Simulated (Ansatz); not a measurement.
Consider WI2 (1T sheet).

The cell holds 3 atoms: 1 W and 2 I. Its edges and angles: a = 4.018 Å, b = 4.018 Å, c = 30.818 Å, α = 90.0°, β = 90.0°, γ = 120.0°. Vacuum lies along c.

```
W I
1.0
     0.00000    2.84098    2.84098
     2.84098   -2.84098    0.00000
    17.79296   17.79296  -17.79296
W I
1 2
Direct
  0.00000 0.00000 0.31652
  0.33333 0.66667 0.36400
  0.66667 0.33333 0.26904
```

The structure was relaxed with PBEsol. The structure was generated from a model, not taken from a measurement. The runs that relaxed it are not among those shown. The program's search for lower electronic states was switched off, so nothing shows that the state found is the lowest. Spin-orbit coupling is left out unless a run names it. PAW set soft_2, made with PBE.

A constrained-RPA run (Ansatz 0.2.0; non-magnetic PBEsol; W t2g + anion p, bands v8 to c1, 6×6×1 mesh, medium accuracy) builds 9 functions on bands 7.6 eV wide, with 16.0 electrons in the window. The bare on-site interaction is 10.9 eV and the bare J 0.42 eV.

What U and J survive the screening?

On the W t2g shell, U = 2.95 eV (27 % of the bare value), U′ = 2.33 eV, J = 0.28 eV.

The parent state is non-magnetic and the interaction static (zero frequency); U depends on the window and the orbitals, so it belongs to this model alone. Spin-orbit coupling, which is strong for atoms this heavy, is left out. A window that holds the anion p bands defines a model with explicit ligands; its U belongs to that model and is not the U of DFT+U.

[Paths, hosts, dates, memory and timing lines, banners, echoed tables and standing remarks are left out of the program output.]

[Logs are printed without paths, hosts, clocks, repeated set-up lines and the standing remarks that a program may print on its own settings, such as how far it seeks lower states.]

[Runs of the session that timed out or met a known fault of the program may be left out.]

[Hosts, paths, dates, database ids (printed as entryN), source tags and the programs' standing remarks are cut or masked in the printed files.]
